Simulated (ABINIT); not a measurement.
# AlBiS3 (Pm-3m): from the cell to the phonon bands, part 3 of 6

How does AlBiS3 (Pm-3m) vibrate, and is this structure a minimum?

ABINIT 10.8.3; DFT PBEsol, scalar-relativistic, plane waves, PseudoDojo norm-conserving pseudopotentials.

So far. Step 5 (Self-consistent run for the response): The cell stands at -0.28 GPa: the relaxation ran with a smoothed and higher cutoff, and the difference is a stress of the finite basis. Step 6 (Linear response at Γ): The acoustic modes at Γ come out as far as 2.6 cm⁻¹ from zero, where they should vanish, a small numerical error. The lowest optical mode is imaginary, 136i cm⁻¹, an instability at this level and on this k mesh. The relaxed cell has a = 4.613 Å (conventional setting).

The structure was built from a prototype and need not be the compound's stable phase.

### Step 7. Modes with the sum rule

anaddb reads the merged derivatives and imposes the acoustic sum rule.

The input, anaddb.abi:

```
ddb_filepath "gamma_DDB"
output_file "anaddb.abo"
outdata_prefix "anaddb"
asr 1
chneut 1
enunit 2
eivec 1
nph1l 1
qph1l 0.0 0.0 0.0 1.0
```

The input, mrgddb.in:

```
gamma_DDB
merged
2
dfpt_gammao_DDB
gso_DDB
```

Command:

```sh
$ mrgddb < mrgddb.in > mrgddb.log
$ OMP_NUM_THREADS=1 anaddb anaddb.abi > anaddb.log
```

Numbers of over 12 decimals in the logs are rounded to 6 here.

anaddb.abo, the main output file:

```text
-outvars_anaddb: echo values of input variables ----------------------

 Miscellaneous information :
      enunit         2
       eivec         1
         asr         1
 First list of wavevector (reduced coord.) :
       nph1l         1
       qph1l
                     0.00000000E+00  0.00000000E+00  0.00000000E+00    1.000E+00

================================================================================

 read the DDB information and perform some checks

  ==== Info on the Cryst% object ====
 Real(R)+Recip(G) space primitive vectors, cartesian coordinates (Bohr,Bohr^-1):
 R(1)=  8.7166724  0.0000000  0.0000000  G(1)=  0.1147227  0.0000000  0.0000000
 R(2)=  0.0000000  8.7166724  0.0000000  G(2)=  0.0000000  0.1147227  0.0000000
 R(3)=  0.0000000  0.0000000  8.7166724  G(3)=  0.0000000  0.0000000  0.1147227
 Unit cell volume ucvol=  6.6229607E+02 bohr^3
 Angles (23,13,12)=  9.00000000E+01  9.00000000E+01  9.00000000E+01 degrees
 Time-reversal symmetry is present
 Reduced atomic positions [iatom, xred, symbol]:
    1)    0.0000000  0.0000000  0.0000000  Bi
    2)    0.5000000  0.5000000  0.5000000  Al
    3)    0.5000000  0.5000000  0.0000000   S
    4)    0.5000000  0.0000000  0.5000000   S
    5)    0.0000000  0.5000000  0.5000000   S

 DDB file with 3 blocks has been read.

================================================================================

 Treat the first list of vectors

  Phonon wavevector (reduced coordinates) :  0.00000  0.00000  0.00000
 Phonon energies in Hartree :
  -6.207240E-04 -6.207240E-04 -6.207240E-04 -5.430682E-04 -5.430682E-04
  -5.430682E-04 -1.136546E-08 -1.116256E-08 -1.053032E-08  4.737408E-04
   4.737408E-04  4.737408E-04  2.083637E-03  2.083637E-03  2.083637E-03
 Phonon energies in meV     :
- -1.689076E+01 -1.689076E+01 -1.689076E+01 -1.477764E+01 -1.477764E+01
- -1.477764E+01 -3.092698E-04 -3.037488E-04 -2.865447E-04  1.289114E+01
-  1.289114E+01  1.289114E+01  5.669864E+01  5.669864E+01  5.669864E+01
 Phonon frequencies in cm-1    :
- -1.362332E+02 -1.362332E+02 -1.362332E+02 -1.191897E+02 -1.191897E+02
- -1.191897E+02 -2.494429E-03 -2.449899E-03 -2.311139E-03  1.039741E+02
-  1.039741E+02  1.039741E+02  4.573054E+02  4.573054E+02  4.573054E+02
 Phonon frequencies in Thz     :
- -4.084167E+00 -4.084167E+00 -4.084167E+00 -3.573217E+00 -3.573217E+00
- -3.573217E+00 -7.478111E-05 -7.344614E-05 -6.928619E-05  3.117065E+00
-  3.117065E+00  3.117065E+00  1.370967E+01  1.370967E+01  1.370967E+01
 Phonon energies in Kelvin  :
- -1.960091E+02 -1.960091E+02 -1.960091E+02 -1.714874E+02 -1.714874E+02
- -1.714874E+02 -3.588927E-03 -3.524859E-03 -3.325213E-03  1.495955E+02
-  1.495955E+02  1.495955E+02  6.579604E+02  6.579604E+02  6.579604E+02

 Eigendisplacements
 (will be given, for each mode : in cartesian coordinates
   for each atom the real part of the displacement vector,
   then the imaginary part of the displacement vector - absolute values smaller than 1.0d-7 are set to zero)
  Mode number    1   Energy   -6.207240E-04
 Attention : low frequency mode.
   (Could be unstable or acoustic mode)
-  1  0.00000000E+00  0.00000000E+00 -8.57248927E-04
-     0.00000000E+00  0.00000000E+00  0.00000000E+00
-  2  0.00000000E+00  0.00000000E+00  5.41803970E-05
-     0.00000000E+00  0.00000000E+00  0.00000000E+00
-  3  0.00000000E+00  0.00000000E+00  6.69127310E-04
-     0.00000000E+00  0.00000000E+00  0.00000000E+00
-  4  0.00000000E+00  0.00000000E+00  2.43601186E-03
-     0.00000000E+00  0.00000000E+00  0.00000000E+00
-  5  0.00000000E+00  0.00000000E+00  2.43601186E-03
-     0.00000000E+00  0.00000000E+00  0.00000000E+00
  Mode number    2   Energy   -6.207240E-04
 Attention : low frequency mode.
   (Could be unstable or acoustic mode)
-  1  0.00000000E+00 -8.57248927E-04  0.00000000E+00
-     0.00000000E+00  0.00000000E+00  0.00000000E+00
-  2  0.00000000E+00  5.41803970E-05  0.00000000E+00
-     0.00000000E+00  0.00000000E+00  0.00000000E+00
-  3  0.00000000E+00  2.43601186E-03  0.00000000E+00
-     0.00000000E+00  0.00000000E+00  0.00000000E+00
-  4  0.00000000E+00  6.69127310E-04  0.00000000E+00
-     0.00000000E+00  0.00000000E+00  0.00000000E+00
-  5  0.00000000E+00  2.43601186E-03  0.00000000E+00
-     0.00000000E+00  0.00000000E+00  0.00000000E+00
  Mode number    3   Energy   -6.207240E-04
 Attention : low frequency mode.
   (Could be unstable or acoustic mode)
-  1  8.57248927E-04  0.00000000E+00  0.00000000E+00
-     0.00000000E+00  0.00000000E+00  0.00000000E+00
-  2 -5.41803970E-05  0.00000000E+00  0.00000000E+00
-     0.00000000E+00  0.00000000E+00  0.00000000E+00
-  3 -2.43601186E-03  0.00000000E+00  0.00000000E+00
-     0.00000000E+00  0.00000000E+00  0.00000000E+00
-  4 -2.43601186E-03  0.00000000E+00  0.00000000E+00
-     0.00000000E+00  0.00000000E+00  0.00000000E+00
-  5 -6.69127310E-04  0.00000000E+00  0.00000000E+00
-     0.00000000E+00  0.00000000E+00  0.00000000E+00
  Mode number    4   Energy   -5.430682E-04
 Attention : low frequency mode.
   (Could be unstable or acoustic mode)
-  1  0.00000000E+00  0.00000000E+00  0.00000000E+00
-     0.00000000E+00  0.00000000E+00  0.00000000E+00
-  2  0.00000000E+00  0.00000000E+00  0.00000000E+00
-     0.00000000E+00  0.00000000E+00  0.00000000E+00
-  3  0.00000000E+00  0.00000000E+00  0.00000000E+00
-     0.00000000E+00  0.00000000E+00  0.00000000E+00
-  4  0.00000000E+00  0.00000000E+00  2.92470830E-03
-     0.00000000E+00  0.00000000E+00  0.00000000E+00
-  5  0.00000000E+00  0.00000000E+00 -2.92470830E-03
-     0.00000000E+00  0.00000000E+00  0.00000000E+00
  Mode number    5   Energy   -5.430682E-04
 Attention : low frequency mode.
   (Could be unstable or acoustic mode)
-  1  0.00000000E+00  0.00000000E+00  0.00000000E+00
-     0.00000000E+00  0.00000000E+00  0.00000000E+00
-  2  0.00000000E+00  0.00000000E+00  0.00000000E+00
-     0.00000000E+00  0.00000000E+00  0.00000000E+00
-  3  0.00000000E+00 -2.92470830E-03  0.00000000E+00
-     0.00000000E+00  0.00000000E+00  0.00000000E+00
-  4  0.00000000E+00  0.00000000E+00  0.00000000E+00
-     0.00000000E+00  0.00000000E+00  0.00000000E+00
-  5  0.00000000E+00  2.92470830E-03  0.00000000E+00
-     0.00000000E+00  0.00000000E+00  0.00000000E+00
  Mode number    6   Energy   -5.430682E-04
 Attention : low frequency mode.
   (Could be unstable or acoustic mode)
-  1  0.00000000E+00  0.00000000E+00  0.00000000E+00
-     0.00000000E+00  0.00000000E+00  0.00000000E+00
-  2  0.00000000E+00  0.00000000E+00  0.00000000E+00
-     0.00000000E+00  0.00000000E+00  0.00000000E+00
-  3  2.92470830E-03  0.00000000E+00  0.00000000E+00
-     0.00000000E+00  0.00000000E+00  0.00000000E+00
-  4 -2.92470830E-03  0.00000000E+00  0.00000000E+00
-     0.00000000E+00  0.00000000E+00  0.00000000E+00
-  5  0.00000000E+00  0.00000000E+00  0.00000000E+00
-     0.00000000E+00  0.00000000E+00  0.00000000E+00
  Mode number    7   Energy   -1.136546E-08
 Attention : low frequency mode.
   (Could be unstable or acoustic mode)
-  1  0.00000000E+00  0.00000000E+00  1.28513365E-03
-     0.00000000E+00  0.00000000E+00  0.00000000E+00
-  2  0.00000000E+00  0.00000000E+00  1.28503829E-03
-     0.00000000E+00  0.00000000E+00  0.00000000E+00
-  3  0.00000000E+00  0.00000000E+00  1.28507360E-03
-     0.00000000E+00  0.00000000E+00  0.00000000E+00
-  4  0.00000000E+00  0.00000000E+00  1.28517387E-03
-     0.00000000E+00  0.00000000E+00  0.00000000E+00
-  5  0.00000000E+00  0.00000000E+00  1.28517387E-03
-     0.00000000E+00  0.00000000E+00  0.00000000E+00
  Mode number    8   Energy   -1.116256E-08
 Attention : low frequency mode.
   (Could be unstable or acoustic mode)
-  1  0.00000000E+00  1.28513365E-03  0.00000000E+00
-     0.00000000E+00  0.00000000E+00  0.00000000E+00
-  2  0.00000000E+00  1.28503829E-03  0.00000000E+00
-     0.00000000E+00  0.00000000E+00  0.00000000E+00
-  3  0.00000000E+00  1.28517387E-03  0.00000000E+00
-     0.00000000E+00  0.00000000E+00  0.00000000E+00
-  4  0.00000000E+00  1.28507360E-03  0.00000000E+00
-     0.00000000E+00  0.00000000E+00  0.00000000E+00
-  5  0.00000000E+00  1.28517387E-03  0.00000000E+00
-     0.00000000E+00  0.00000000E+00  0.00000000E+00
  Mode number    9   Energy   -1.053032E-08
 Attention : low frequency mode.
   (Could be unstable or acoustic mode)
-  1  1.28513365E-03  0.00000000E+00  0.00000000E+00
-     0.00000000E+00  0.00000000E+00  0.00000000E+00
-  2  1.28503829E-03  0.00000000E+00  0.00000000E+00
-     0.00000000E+00  0.00000000E+00  0.00000000E+00
-  3  1.28517387E-03  0.00000000E+00  0.00000000E+00
-     0.00000000E+00  0.00000000E+00  0.00000000E+00
-  4  1.28517387E-03  0.00000000E+00  0.00000000E+00
-     0.00000000E+00  0.00000000E+00  0.00000000E+00
-  5  1.28507360E-03  0.00000000E+00  0.00000000E+00
-     0.00000000E+00  0.00000000E+00  0.00000000E+00
  Mode number   10   Energy    4.737408E-04
-  1  0.00000000E+00  0.00000000E+00 -4.88399656E-04
-     0.00000000E+00  0.00000000E+00  0.00000000E+00
-  2  0.00000000E+00  0.00000000E+00  3.32710995E-03
-     0.00000000E+00  0.00000000E+00  0.00000000E+00
-  3  0.00000000E+00  0.00000000E+00  2.15931074E-03
-     0.00000000E+00  0.00000000E+00  0.00000000E+00
-  4  0.00000000E+00  0.00000000E+00 -8.87753165E-04
-     0.00000000E+00  0.00000000E+00  0.00000000E+00
-  5  0.00000000E+00  0.00000000E+00 -8.87753165E-04
-     0.00000000E+00  0.00000000E+00  0.00000000E+00
  Mode number   11   Energy    4.737408E-04
-  1  0.00000000E+00 -4.88399656E-04  0.00000000E+00
-     0.00000000E+00  0.00000000E+00  0.00000000E+00
-  2  0.00000000E+00  3.32710995E-03  0.00000000E+00
-     0.00000000E+00  0.00000000E+00  0.00000000E+00
-  3  0.00000000E+00 -8.87753165E-04  0.00000000E+00
-     0.00000000E+00  0.00000000E+00  0.00000000E+00
-  4  0.00000000E+00  2.15931074E-03  0.00000000E+00
-     0.00000000E+00  0.00000000E+00  0.00000000E+00
-  5  0.00000000E+00 -8.87753165E-04  0.00000000E+00
-     0.00000000E+00  0.00000000E+00  0.00000000E+00
  Mode number   12   Energy    4.737408E-04
-  1  4.88399656E-04  0.00000000E+00  0.00000000E+00
-     0.00000000E+00  0.00000000E+00  0.00000000E+00
-  2 -3.32710995E-03  0.00000000E+00  0.00000000E+00
-     0.00000000E+00  0.00000000E+00  0.00000000E+00
-  3  8.87753166E-04  0.00000000E+00  0.00000000E+00
-     0.00000000E+00  0.00000000E+00  0.00000000E+00
-  4  8.87753166E-04  0.00000000E+00  0.00000000E+00
-     0.00000000E+00  0.00000000E+00  0.00000000E+00
-  5 -2.15931074E-03  0.00000000E+00  0.00000000E+00
-     0.00000000E+00  0.00000000E+00  0.00000000E+00
  Mode number   13   Energy    2.083637E-03
-  1  0.00000000E+00  0.00000000E+00  7.23637773E-06
-     0.00000000E+00  0.00000000E+00  0.00000000E+00
-  2  0.00000000E+00  0.00000000E+00  2.75821617E-03
-     0.00000000E+00  0.00000000E+00  0.00000000E+00
-  3  0.00000000E+00  0.00000000E+00 -3.21653057E-03
-     0.00000000E+00  0.00000000E+00  0.00000000E+00
-  4  0.00000000E+00  0.00000000E+00  4.24249079E-04
-     0.00000000E+00  0.00000000E+00  0.00000000E+00
-  5  0.00000000E+00  0.00000000E+00  4.24249079E-04
-     0.00000000E+00  0.00000000E+00  0.00000000E+00
  Mode number   14   Energy    2.083637E-03
-  1  0.00000000E+00 -7.23637772E-06  0.00000000E+00
-     0.00000000E+00  0.00000000E+00  0.00000000E+00
-  2  0.00000000E+00 -2.75821617E-03  0.00000000E+00
-     0.00000000E+00  0.00000000E+00  0.00000000E+00
-  3  0.00000000E+00 -4.24249078E-04  0.00000000E+00
-     0.00000000E+00  0.00000000E+00  0.00000000E+00
-  4  0.00000000E+00  3.21653057E-03  0.00000000E+00
-     0.00000000E+00  0.00000000E+00  0.00000000E+00
-  5  0.00000000E+00 -4.24249078E-04  0.00000000E+00
-     0.00000000E+00  0.00000000E+00  0.00000000E+00
  Mode number   15   Energy    2.083637E-03
-  1  7.23637772E-06  0.00000000E+00  0.00000000E+00
-     0.00000000E+00  0.00000000E+00  0.00000000E+00
-  2  2.75821617E-03  0.00000000E+00  0.00000000E+00
-     0.00000000E+00  0.00000000E+00  0.00000000E+00
-  3  4.24249078E-04  0.00000000E+00  0.00000000E+00
-     0.00000000E+00  0.00000000E+00  0.00000000E+00
-  4  4.24249078E-04  0.00000000E+00  0.00000000E+00
-     0.00000000E+00  0.00000000E+00  0.00000000E+00
-  5 -3.21653057E-03  0.00000000E+00  0.00000000E+00
-     0.00000000E+00  0.00000000E+00  0.00000000E+00

 Analysis of degeneracies and characters (maximum tolerance=1.00E-06 a.u.)
 For each vibration mode, or group of modes if degenerate,
 the characters are given for each symmetry operation (see the list in the log file).
 Symmetry characters of vibration mode #   1
       degenerate with vibration modes #   2 to    3
  3.0 -3.0 -1.0  1.0 -1.0  1.0 -1.0  1.0  1.0 -1.0 -1.0  1.0  1.0 -1.0 -1.0  1.0
 -0.0  0.0 -0.0  0.0  0.0 -0.0  0.0 -0.0  1.0 -1.0 -1.0  1.0 -1.0  1.0  1.0 -1.0
 -0.0  0.0  0.0 -0.0  0.0 -0.0 -0.0  0.0  1.0 -1.0  1.0 -1.0 -1.0  1.0 -1.0  1.0
 Symmetry characters of vibration mode #   4
       degenerate with vibration modes #   5 to    6
  3.0 -3.0 -1.0  1.0 -1.0  1.0 -1.0  1.0 -1.0  1.0  1.0 -1.0 -1.0  1.0  1.0 -1.0
 -0.0  0.0 -0.0  0.0  0.0 -0.0  0.0 -0.0 -1.0  1.0  1.0 -1.0  1.0 -1.0 -1.0  1.0
 -0.0  0.0  0.0 -0.0  0.0 -0.0 -0.0  0.0 -1.0  1.0 -1.0  1.0  1.0 -1.0  1.0 -1.0
 Symmetry characters of vibration mode #   7
       degenerate with vibration modes #   8 to    9
  3.0 -3.0 -1.0  1.0 -1.0  1.0 -1.0  1.0  1.0 -1.0 -1.0  1.0  1.0 -1.0 -1.0  1.0
 -0.0  0.0 -0.0  0.0  0.0 -0.0  0.0 -0.0  1.0 -1.0 -1.0  1.0 -1.0  1.0  1.0 -1.0
 -0.0  0.0  0.0 -0.0  0.0 -0.0 -0.0  0.0  1.0 -1.0  1.0 -1.0 -1.0  1.0 -1.0  1.0
 Symmetry characters of vibration mode #  10
       degenerate with vibration modes #  11 to   12
  3.0 -3.0 -1.0  1.0 -1.0  1.0 -1.0  1.0  1.0 -1.0 -1.0  1.0  1.0 -1.0 -1.0  1.0
  0.0 -0.0  0.0 -0.0 -0.0  0.0  0.0 -0.0  1.0 -1.0 -1.0  1.0 -1.0  1.0  1.0 -1.0
  0.0 -0.0 -0.0  0.0  0.0 -0.0  0.0 -0.0  1.0 -1.0  1.0 -1.0 -1.0  1.0 -1.0  1.0
 Symmetry characters of vibration mode #  13
       degenerate with vibration modes #  14 to   15
  3.0 -3.0 -1.0  1.0 -1.0  1.0 -1.0  1.0  1.0 -1.0 -1.0  1.0  1.0 -1.0 -1.0  1.0
  0.0 -0.0  0.0 -0.0 -0.0  0.0 -0.0  0.0  1.0 -1.0 -1.0  1.0 -1.0  1.0  1.0 -1.0
  0.0 -0.0 -0.0  0.0 -0.0  0.0  0.0 -0.0  1.0 -1.0  1.0 -1.0 -1.0  1.0 -1.0  1.0
-
```

Elapsed: 0.52 s, on 1 thread of Arm Neoverse V1, shared host.

This step gave:

* lowest optical zone-centre mode: -136.2 cm⁻¹

No LO-TO term; unit eigenvectors of the mass-weighted matrix, from anaddb's displacements. The modes at Γ (shares of kinetic energy by element, %) (negative means imaginary):

```
mode  frequency (cm⁻¹)  symmetry  Bi %  Al %  S %
   1            -136.2       T1u    28     0   72
   2            -136.2       T1u    28     0   72
   3            -136.2       T1u    28     0   72
   4            -119.2       T2u     0     0  100
   5            -119.2       T2u     0     0  100
   6            -119.2       T2u     0     0  100
   7               0.0  acoustic    63     8   29
   8               0.0  acoustic    63     8   29
   9               0.0  acoustic    63     8   29
  10             104.0       T1u     9    54   36
  11             104.0       T1u     9    54   36
  12             104.0       T1u     9    54   36
  13             457.3       T1u     0    37   63
  14             457.3       T1u     0    37   63
  15             457.3       T1u     0    37   63
```

Displacements in mode 1 (-136.2 cm⁻¹), the largest set to 1:
```
Bi1  0.00  0.00 -0.35
Al2  0.00  0.00  0.02
S3   0.00  0.00  0.27
S4   0.00  0.00  1.00
S5   0.00  0.00  1.00
```

Displacements in mode 4 (-119.2 cm⁻¹), the largest set to 1:
```
Bi1  0.00  0.00  0.00
Al2  0.00  0.00  0.00
S3   0.00  0.00  0.00
S4   0.00  0.00  1.00
S5   0.00  0.00 -1.00
```

The rule also moves an optical mode by 0.3 cm⁻¹.

### Step 8. Self-consistent run for the response

Scaled from the time of the run at Γ, the full q mesh would overrun the time at hand on this k mesh, so the ground state is made again on a coarser one.

The input, gs.abi:

```
# ground state
tolvrs 1.0d-16
prtden 1
prtwf 1

# basis, mesh and filling
ecut 29.0
ngkpt 4 4 4
nshiftk 1
shiftk 0.0 0.0 0.0
istwfk *1
occopt 3
tsmear 0.01
nband 26
nstep 100
diemac 1000000.0
prtebands 0
prtgsr 0
useylm 1

# cell and atoms
acell 3*1.0 Angstrom
rprim 
    4.612664403 0.0 0.0
    0.0 4.612664403 0.0
    0.0 0.0 4.612664403
ntypat 3
znucl 83 13 16
natom 5
typat 1 2 3 3 3
xred 
    0.0 0.0 0.0
    0.5 0.5 0.5
    0.5 0.5 0.0
    0.5 0.0 0.5
    0.0 0.5 0.5
pp_dirpath "./pseudo"
pseudos "Bi.upf, Al.upf, S.upf"
```

Command:

```sh
$ OMP_NUM_THREADS=1 mpirun -n 4 abinit gs.abi > gs.log
```

gs.abo, the main output file:

```text
[banners, grids, parts of the stress and lines that vanish by symmetry left out]
- input  file    -> gs.abi
- output file    -> gs.abo
- root for input  files -> gsi
[...]
Symmetries : space group Pm -3 m (#221); Bravais cP (primitive cubic)
[...]
mpw =        4972          nfft =       91125          nkpt =          10
[...]
== DATASET  1 ==================================================================
[...]
cutoff_energies: {ecut:  29.0, pawecutdg:  -1.0, }
[...]
ETOT  1  -117.17803197249    -1.172E+02 7.326E-02 9.499E+02
 ETOT  2  -117.32645311336    -1.484E-01 6.212E-03 2.277E+02
 ETOT  3  -117.37248969913    -4.604E-02 5.143E-03 1.071E+01
 ETOT  4  -117.37401552700    -1.526E-03 2.345E-03 3.776E-01
 ETOT  5  -117.37407160158    -5.607E-05 2.434E-03 3.624E-03
[...]
ETOT 12  -117.37407229888    -7.446E-12 1.973E-04 3.640E-16
 ETOT 13  -117.37407229888     3.467E-12 3.805E-05 1.031E-17
 At SCF step   13       vres2   =  1.03E-17 < tolvrs=  1.00E-16 =>converged.
[...]
sigma(1 1)=  1.79797957E-05  sigma(3 2)=  0.00000000E+00
  sigma(2 2)=  1.79797957E-05  sigma(3 1)=  0.00000000E+00
  sigma(3 3)=  1.79797957E-05  sigma(2 1)=  0.00000000E+00
[...]
convergence: {deltae:  3.467E-12, res2:  1.031E-17, residm:  3.805E-05, diffor: null, }
etotal    :  -1.17374072E+02
[...]
sigma(1 1)=  1.79797957E-05  sigma(3 2)=  0.00000000E+00
  sigma(2 2)=  1.79797957E-05  sigma(3 1)=  0.00000000E+00
  sigma(3 3)=  1.79797957E-05  sigma(2 1)=  0.00000000E+00
[...]
- sigma(1 1)=  5.28983852E-01  sigma(3 2)=  0.00000000E+00
- sigma(2 2)=  5.28983852E-01  sigma(3 1)=  0.00000000E+00
- sigma(3 3)=  5.28983852E-01  sigma(2 1)=  0.00000000E+00
[...]
fcart     -0.0000000000E+00 -0.0000000000E+00 -0.0000000000E+00
           strten      1.7979795669E-05  1.7979795669E-05  1.7979795669E-05
================================================================================

[key lines of the parts left out:]
pressure_GPa:  -5.2898E-01
```

It took 24 s on 4 MPI ranks; 96 s of CPU time.

Numbers from this step:

* pressure: -0.5290 GPa

(Part 3 of 6 ends here.)

[Host names and launcher messages were left out of these logs when they were recorded.]

[Logs are printed without paths, hosts, clocks, repeated set-up lines and the standing remarks that a program may print on its own settings, such as how far it seeks lower states.]

[Hosts, paths, dates, database ids (printed as entryN), source tags and the programs' standing remarks are cut or masked in the printed files.]
